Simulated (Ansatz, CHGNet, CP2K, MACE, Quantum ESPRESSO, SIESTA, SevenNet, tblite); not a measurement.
# Mg2+ BF4- in dimethyl sulfoxide and 1,3-dioxolane at 400 K (73 atoms) in SIESTA, part 2 of 2

How do the settings of SIESTA change the result for Mg2+ BF4- in dimethyl sulfoxide and 1,3-dioxolane at 400 K (73 atoms)? A plane-wave run serves as the yardstick.

Program: SIESTA 5.4.2; the method stands at each step. Banners, paths, timers and routine set-up lines are dropped from the logs unmarked, and long logs keep their key lines alone; longer cuts are marked. The potentials were converted by us to PSML.

So far. Step 2 (PBE, DZP, shift 0.01 Ry, mesh 500 Ry): Forces lie 22 % from the reference's, at 0.68 times its CPU time. Step 3 (PBE, SZP, shift 0.01 Ry, mesh 500 Ry): Against the first run (22 %), the force difference from the reference is 74 %, at 0.77 times the CPU time (on 1 against 2 cores), with 505 basis functions against 701: the smaller basis costs accuracy.

### 4. revPBE, PBE potentials, DZP, shift 0.01 Ry, mesh 500 Ry

Method: Kohn-Sham DFT, revPBE, PseudoDojo 0.4.1 norm-conserving pseudopotentials (converted to PSML), numerical atomic orbitals (DZP), diagonalisation.

File input.fdf:

```
SystemLabel cell
NumberOfAtoms 73
NumberOfSpecies 7
%block ChemicalSpeciesLabel
  1 6 C
  2 8 O
  3 1 H
  4 16 S
  5 5 B
  6 9 F
  7 12 Mg
%endblock ChemicalSpeciesLabel
LatticeConstant 1.0 Ang
%block LatticeVectors
  9.47375 0.00000 0.00000
  0.00000 9.47375 0.00000
  0.00000 0.00000 9.47375
%endblock LatticeVectors
PAO.BasisSize DZP
PAO.EnergyShift 0.01 Ry
XC.Functional GGA
XC.Authors revPBE
MeshCutoff 500 Ry
%block kgrid_Monkhorst_Pack
  1 0 0 0.0
  0 1 0 0.0
  0 0 1 0.0
%endblock kgrid_Monkhorst_Pack
SolutionMethod diagon
OccupationFunction FD
ElectronicTemperature 580 K
SCF.Mixer.Method Pulay
SCF.Mixer.Weight 0.15
SCF.Mixer.History 8
SCF.Mix Hamiltonian
MaxSCFIterations 300
SCF.DM.Tolerance 1e-04
SCF.H.Tolerance 1.0e-3 eV
WriteForces T
Write.HirshfeldPop T
Write.VoronoiPop T
Write.DM F
Write.H F
XML.Write F
AtomicCoordinatesFormat Fractional
%block AtomicCoordinatesAndAtomicSpecies
[... 73 atom lines left out: the same atoms as in the first run ...]
%endblock AtomicCoordinatesAndAtomicSpecies
```

On the command line:

```sh
> OMP_NUM_THREADS=1 mpirun -np 2 siesta < input.fdf > output.txt
```

The log of the run:

```text
Version         : 5.4.2
reinit: System Name:
reinit: System Label: cell
initatom: Reading input for the pseudopotentials and atomic orbitals ----------
Species number:   1 Atomic number:    6 Label: C
Species number:   2 Atomic number:    8 Label: O
Species number:   3 Atomic number:    1 Label: H
Species number:   4 Atomic number:   16 Label: S
Species number:   5 Atomic number:    5 Label: B
Species number:   6 Atomic number:    9 Label: F
Species number:   7 Atomic number:   12 Label: Mg
Ground state valence configuration (from tables):   2s02  2p02  3d00  4f00
[... lines left out ...]
SCF Convergence by DM+H criterion
[... lines left out ...]
SCF cycle converged after 12 iterations
[... lines left out ...]
   Max    7.276779
[... lines left out ...]
   Max    7.276779    constrained
Stress tensor Voigt[x,y,z,yz,xz,xy] (kbar):      -62.89      -84.39      -38.62        6.39      -13.52       -0.73
[... lines left out ...]
siesta: FreeEng =    -20486.091025
[... lines left out ...]
siesta:         Fermi =      -3.172668
[... lines left out ...]
siesta:          61.96546452          2.40904754  kBar
[... lines left out ...]
     8     0.006858    0.993142  H
[...]
13     0.363627    5.636373  S
[...]
15    -0.204396    6.204396  O
[...]
23     0.363436    5.636564  S
[...]
33     0.382241    5.617759  S
[...]
52     0.130343    2.869657  B
    53    -0.167020    7.167020  F
    54    -0.079735    7.079735  F
    55    -0.216529    7.216529  F
[...]
57     0.184909    2.815091  B
[...]
62     0.092347    2.907653  B
[...]
72     0.461347    9.538653  Mg
    73     0.394843    9.605157  Mg
--------------------
 Total    -0.000005
Voronoi Atomic Populations:
Atom #   charge [q] valence [e]  Species
[...]
33     0.378173    5.621827  S
[...]
35    -0.255157    6.255157  O
[...]
42    -0.008737    4.008737  C
    43     0.343876    5.656124  S
    44    -0.034251    4.034251  C
    45    -0.284641    6.284641  O
[...]
50     0.018005    0.981995  H
    51     0.022612    0.977388  H
[...]
62     0.173398    2.826602  B
[...]
67     0.186180    2.813820  B
[...]
70    -0.108029    7.108029  F
    71    -0.124498    7.124498  F
    72     0.463409    9.536591  Mg
    73     0.411687    9.588313  Mg
--------------------
 Total    -0.000005
```

It took 66 s on 2 MPI ranks of Arm Neoverse V2, shared host; peak memory 1.3 GiB.

Against the reference:

* r.m.s. force component: 1.816 eV/Å
* r.m.s. difference of force components: 324.7 meV/Å
* longest difference of force vectors: 1171 meV/Å
* force difference over r.m.s. force: 19.85 %
* slope of forces against the reference's: 1.096
* correlation of force components: 0.9877
* gap (highest filled to lowest empty level): 4.195 eV
* gap difference: -0.0195 eV
* pressure: 6.197 GPa
* pressure difference: 1.884 GPa

Against the first run (22 %), the force difference from the reference is 20 %, at 1.0 times the CPU time; another functional landing nearer a PBE reference means that errors partly cancel.

### 5. Side by side

Differences are against the plane-wave reference, forces as r.m.s. over components; share is that over the reference's r.m.s. force, slope the least-squares factor from reference forces to these. Total energies of different programs have different zeros and aren't compared.

```tsv
run	Δ force, r.m.s. (meV/Å)	share (%)	slope	Δ pressure (GPa)	Δ gap (eV)	cores	CPU time	memory (GiB)
reference	-	-	-	-	-	2	3.2 min	2.1
SIESTA PBE, DZP, shift 0.01 Ry, mesh 500 Ry	364	22.2	1.093	0.776	-0.0724	2	2.2 min	1.3
SIESTA PBE, SZP, shift 0.01 Ry, mesh 500 Ry (coarse)	1207	73.8	1.230	6.76	-0.812	1	1.7 min	0.92
SIESTA revPBE, PBE potentials, DZP, shift 0.01 Ry, mesh 500 Ry	325	19.9	1.096	1.88	-0.0195	2	2.2 min	1.3
```

Rows marked coarse were listed beforehand as settings not expected to be converged; some can still land near the reference.

CPU time is summed over cores on a shared host, where runs went side by side, so it is rough. Symmetry, cutoffs, thresholds, outputs and thread counts weren't matched or tuned between programs; memory under MPI is the largest rank's times the ranks.

A second geometry, displaced anew (every atom was moved at random, 0.08 Å r.m.s. a Cartesian component (hydrogen 0.6 of that)), gives an energy difference that all programs can be tested on. The reference puts it at 86.43 meV/atom.

```tsv
run	energy less the first geometry's (meV/atom)	error (meV/atom)	force share at the second geometry (%)
SIESTA PBE, DZP, shift 0.01 Ry, mesh 500 Ry	88.16	1.73	14.4
SIESTA PBE, SZP, shift 0.01 Ry, mesh 500 Ry	103.5	17.1	47.9
SIESTA revPBE, PBE potentials, DZP, shift 0.01 Ry, mesh 500 Ry	89.36	2.93	13.2
```

### 6. What came out

- nearest in forces: SIESTA revPBE, PBE potentials, DZP, shift 0.01 Ry, mesh 500 Ry, 20 %
- its CPU time: 2.2 min

**Reading.** The PBE run in local orbitals, coarse settings apart, differs by 22 % (SIESTA PBE, DZP, shift 0.01 Ry, mesh 500 Ry); basis, grid and potentials can all enter. Rows with another functional or a dispersion term differ by 20 % (SIESTA revPBE, PBE potentials, DZP, shift 0.01 Ry, mesh 500 Ry), which mixes the change of model with differences of basis and potentials, some of them made for another functional. Runs with settings chosen to be coarse differ by 74 % (SIESTA PBE, SZP, shift 0.01 Ry, mesh 500 Ry), their programs' other errors included. None of the electronic-structure runs in the table takes under half the reference's CPU time of 3.2 min; they take 0.52 to 0.68 times as much. At the same functional, gaps differ from the reference's 4.21 eV by between -0.81 and -0.07 eV. In pressure, SIESTA PBE, SZP, shift 0.01 Ry, mesh 500 Ry misses by +6.8 GPa, at the same functional. The energy difference between the two geometries, 86.4 meV/atom in the reference, is met best by SIESTA PBE, DZP, shift 0.01 Ry, mesh 500 Ry (+1.73) and worst by SIESTA PBE, SZP, shift 0.01 Ry, mesh 500 Ry (coarse) (+17.1). The potentials hold different valence shells: 262 electrons in the reference, 278 in SIESTA; this bears on time and differences. The reference's pressure holds the uncorrected Pulay stress of its 60 Ry basis, so small pressure differences, and their order, may be the reference's own error. The network of contacts between molecules at the start is that of the classical potential that made the cell, and needn't be the one that DFT or experiment would give. The reference's stress is far from hydrostatic: its diagonal is 4.2, 6.6, 2.2 GPa, compression counted positive. The reference's PBE has no dispersion term, which matters for the binding between molecules or layers. The electronic-structure runs sample only Γ, in a cell whose shortest periodic width is 9 Å.

[Also dropped from logs without a mark: logging warnings of Python, and SIESTA's first energy breakdown and zero terms.]

[Logs are printed without paths, hosts, clocks, repeated set-up lines and the standing remarks that a program may print on its own settings, such as how far it seeks lower states.]

[Hosts, paths, dates, database ids (printed as entryN), source tags and the programs' standing remarks are cut or masked in the printed files.]
